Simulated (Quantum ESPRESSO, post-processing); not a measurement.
# O on hollow sites of W(110), stepped through the coverage, part 2 of 2

Aim: how the results for O on hollow sites of W(110) change with the coverage.

Quantum ESPRESSO 7.5; plane-wave DFT, PBE, GBRV ultrasoft pseudopotentials.

So far. Step 8 (Self-consistent run, 0.1111 ML): Inside the slab this potential holds the local part of the pseudopotentials, which can be repulsive at the nuclei; only its value in the vacuum has a meaning of its own. Step 9 (Relaxing the ions, 0.75 ML): The relaxation lowers the energy by 355 meV an atom. On the free atoms the largest force ends at 0.037 eV/Å.

## 10. Self-consistent run, 0.75 ML

Input file m7.esm.in:

```
&control
  prefix = 'm7.esm'
  outdir = './out'
  pseudo_dir = './pseudo'
  calculation = 'scf'
  tprnfor = .true.
/
&system
  ibrav = 0
  nat = 15
  ntyp = 2
  ecutwfc = 40
  ecutrho = 200
  occupations = 'smearing'
  smearing = 'mv'
  degauss = 0.02
  assume_isolated = 'esm'
  esm_bc = 'bc1'
/
&electrons
  conv_thr = 1e-07
  mixing_beta = 0.25
  electron_maxstep = 160
  mixing_mode = 'local-TF'
  mixing_ndim = 12
/
ATOMIC_SPECIES
  W   183.8400  w_pbe_v1.2.uspp.F.UPF
  O   15.9990  o_pbe_v1.2.uspp.F.UPF
CELL_PARAMETERS angstrom
  4.50023714757799 -3.18214820400000 0.00000000000000
  4.50023714757799 3.18214820400000 0.00000000000000
  0.00000000000000 0.00000000000000 20.31019709156372
ATOMIC_POSITIONS crystal
  W   0.830000000000 0.330000000000 -0.140502762350
  W   0.330000000000 0.830000000000 -0.140502762350
  W   0.330000000000 0.330000000000 -0.140502762350
  W   0.830000000000 0.830000000000 -0.140502762350
  W   0.080000000000 0.580000000000 -0.029715133650
  W   0.580000000000 0.080000000000 -0.029715133650
  W   0.580000000000 0.580000000000 -0.029715133650
  W   0.080000000000 0.080000000000 -0.029715133650
  W   0.832622243400 0.339516429800 0.079232781150
  W   0.339516429800 0.832622243400 0.079232781150
  W   0.328985602400 0.328985602400 0.082608132650
  W   0.850217406900 0.850217406900 0.081722611050
  O   0.008419075700 0.517271988200 0.140502762350
  O   0.517271988200 0.008419075700 0.140502762350
  O   0.516089094500 0.516089094500 0.138803736950
K_POINTS automatic
  5 5 1 0 0 0
```

Started as:

```sh
$ OMP_NUM_THREADS=1 mpirun -n 8 pw.x -nk 2 -in m7.esm.in > m7.esm.out
```

Run time: 6.6 min. Hardware: 8 MPI ranks of Arm Neoverse V1, shared host; peak memory 2.2 GiB; 53 min of CPU time.

This step gave:

* free energy: -27294.3188 eV
* Fermi energy: -5.343 eV
* vacuum line at the lower end of the cell, over the Fermi level: 5.012 eV
* vacuum line at the upper end of the cell, over the Fermi level: 5.673 eV

Inside the slab this potential holds the local part of the pseudopotentials, which can be repulsive at the nuclei; only its value in the vacuum has a meaning of its own.

## 11. Relaxing the ions, 1 ML

System of this step: W(110), 3 layers, 1 sites a cell, 1 O on hollow sites. The cell holds 4 atoms: 3 W and 1 O. Its edges and angles: a = 2.756 Å, b = 2.756 Å, c = 20.310 Å, α = 90.0°, β = 90.0°, γ = 70.5°. It derives from W. Vacuum lies along c.

Input file m8.relax.in:

```
&control
  prefix = 'm8.relax'
  outdir = './out'
  pseudo_dir = './pseudo'
  nstep = 70
  forc_conv_thr = 0.0015
  calculation = 'relax'
/
&system
  ibrav = 0
  nat = 4
  ntyp = 2
  ecutwfc = 40
  ecutrho = 200
  occupations = 'smearing'
  smearing = 'mv'
  degauss = 0.02
/
&electrons
  conv_thr = 1e-07
  mixing_beta = 0.3
  electron_maxstep = 120
  mixing_mode = 'local-TF'
/
&ions
/
ATOMIC_SPECIES
  W   183.8400  w_pbe_v1.2.uspp.F.UPF
  O   15.9990  o_pbe_v1.2.uspp.F.UPF
CELL_PARAMETERS angstrom
  2.25011857378899 -1.59107410200000 0.00000000000000
  2.25011857378899 1.59107410200000 0.00000000000000
  0.00000000000000 0.00000000000000 20.31019709156372
ATOMIC_POSITIONS crystal
  W   0.660000000000 0.660000000000 0.347070116820 0 0 0
  W   0.160000000000 0.160000000000 0.457857745500 0 0 0
  W   0.660000000000 0.660000000000 0.568645374180
  O   0.000000000000 0.000000000000 0.652929883180
K_POINTS automatic
  9 9 1 0 0 0
```

Started as:

```sh
$ OMP_NUM_THREADS=1 mpirun -n 8 pw.x -nk 4 -in m8.relax.in > m8.relax.out
```

The job ended after 4.2 min (8 MPI ranks; peak memory 0.81 GiB; 33 min of CPU time).

Step by step:

| step | energy less that of the first step (eV) | largest force (eV/Å) |
| --- | --- | --- |
| 1 | 0.0000 | 5.9980 |
| 2 | -1.2226 | 3.9907 |
| 3 | -1.5778 | 2.1939 |
| 4 | -1.6466 | 0.9959 |
| 5 | -1.6890 | 0.8718 |
| 6 | -1.7222 | 0.7241 |
| 7 | -1.7599 | 0.7307 |
| 8 | -1.7967 | 0.8671 |
| 9 | -1.8164 | 0.6847 |
| 10 | -1.8327 | 0.1927 |
| 11 | -1.8341 | 0.1426 |
| 12 | -1.8349 | 0.1531 |
| 13 | -1.8358 | 0.1594 |
| 14 | -1.8372 | 0.1603 |
| 15 | -1.8390 | 0.1502 |
| 16 | -1.8409 | 0.1200 |
| 17 | -1.8423 | 0.0527 |
| 18 | -1.8424 | 0.0245 |

The atoms that moved most (Å):

| atom | dx | dy | dz | length |
| --- | --- | --- | --- | --- |
| O4 | 0.195 | 0.000 | -0.483 | 0.521 |
| W3 | 0.117 | 0.000 | 0.015 | 0.118 |

Final coordinates:

```xyz
4
Lattice="2.2501 -1.5911 0.0000 2.2501 1.5911 0.0000 0.0000 0.0000 20.3102" Properties=species:S:1:pos:R:3
W     2.9702    0.0000    7.0491
W     0.7200    0.0000    9.2992
W     3.0875    0.0000   11.5643
O     0.1946    0.0000   12.7780
```

The relaxation lowers the energy by 461 meV an atom. On the free atoms the largest force ends at 0.024 eV/Å.

This step gave:

* free energy: -6933.8297 eV
* Fermi energy: 4.460 eV

## 12. Ground state, 1 ML

Input file m8.esm.in:

```
&control
  prefix = 'm8.esm'
  outdir = './out'
  pseudo_dir = './pseudo'
  calculation = 'scf'
  tprnfor = .true.
/
&system
  ibrav = 0
  nat = 4
  ntyp = 2
  ecutwfc = 40
  ecutrho = 200
  occupations = 'smearing'
  smearing = 'mv'
  degauss = 0.02
  assume_isolated = 'esm'
  esm_bc = 'bc1'
/
&electrons
  conv_thr = 1e-07
  mixing_beta = 0.25
  electron_maxstep = 160
  mixing_mode = 'local-TF'
  mixing_ndim = 12
/
ATOMIC_SPECIES
  W   183.8400  w_pbe_v1.2.uspp.F.UPF
  O   15.9990  o_pbe_v1.2.uspp.F.UPF
CELL_PARAMETERS angstrom
  2.25011857378899 -1.59107410200000 0.00000000000000
  2.25011857378899 1.59107410200000 0.00000000000000
  0.00000000000000 0.00000000000000 20.31019709156372
ATOMIC_POSITIONS crystal
  W   0.660000000000 0.660000000000 -0.141036488300
  W   0.160000000000 0.160000000000 -0.030248859600
  W   0.686071288800 0.686071288800 0.081276163900
  O   0.043236203900 0.043236203900 0.141036488300
K_POINTS automatic
  9 9 1 0 0 0
```

Started as:

```sh
$ OMP_NUM_THREADS=1 mpirun -n 8 pw.x -nk 4 -in m8.esm.in > m8.esm.out
```

Run time: 65 s. Hardware: 8 MPI ranks; peak memory 0.81 GiB.

Numbers from this step:

| Item | Value |
| --- | --- |
| free energy | -6933.8269 eV |
| Fermi energy | -5.632 eV |
| vacuum line at the lower end of the cell, over the Fermi level | 4.985 eV |
| vacuum line at the upper end of the cell, over the Fermi level | 6.279 eV |

Inside the slab this potential holds the local part of the pseudopotentials, which can be repulsive at the nuclei; only its value in the vacuum has a meaning of its own.

## 13. The series side by side

The series in one table:

| the coverage | adsorption energy an atom, from the free molecule (eV) | work function of the upper face (eV) | work function of the lower face (eV) |
| --- | --- | --- | --- |
| 0 ML | - | 4.838 | 4.838 |
| 0.1111 ML | - | 4.855 | 4.904 |
| 0.1667 ML | - | 4.879 | 4.921 |
| 0.25 ML | - | 4.871 | 4.96 |
| 0.3333 ML | - | 5.107 | 4.923 |
| 0.5 ML | -4.001 | 5.183 | 4.967 |
| 0.6667 ML | -3.92 | 5.708 | 4.967 |
| 0.75 ML | -3.933 | 5.673 | 5.012 |
| 1 ML | -3.829 | 6.279 | 4.985 |

## 14. A check by hand

At 1 ML: E_ads = [-6933.8269 − 1 × (-6492.5265)]/1 − (-874.9428)/2 = -3.829 eV. Cells and meshes differ along the series, and any error of the slab's energy is multiplied by the number of slab cells an adsorbate, so no value is given under half a monolayer.

## 15. What came out

```
adsorption energy an atom, from the free molecule, at 0.5 ML and at 1 ML : -4.00, -3.83 eV
work function of the upper face, at 0 ML and at 1 ML                     : 4.84, 6.28 eV
```

In words: The series holds 9 members (PBE, GBRV ultrasoft). From 0.5 ML to 1 ML the adsorption energy an atom, from the free molecule goes from -4.00 to -3.83 eV, not quite steadily. From 0 ML to 1 ML the work function of the upper face goes from 4.84 to 6.28 eV, not quite steadily. The untouched lower face should keep its work function but moves by 0.17 eV, since the slab is thin and cells, meshes or relaxed layers differ between members; changes of the upper face are uncertain by about as much. Thin slabs, one site and one ordered pattern a coverage; no reconstruction or subsurface sites; meshes differ a little between cells.

[Logs are printed without paths, hosts, clocks, repeated set-up lines and the standing remarks that a program may print on its own settings, such as how far it seeks lower states.]

[Hosts, paths, dates, database ids (printed as entryN), source tags and the programs' standing remarks are cut or masked in the printed files.]

[Maps of the electrostatic potential energy from Ansatz leave out the sawtooth potential of an applied field or a dipole correction, so their vacuum need not be flat; planar profiles and work functions include it.]
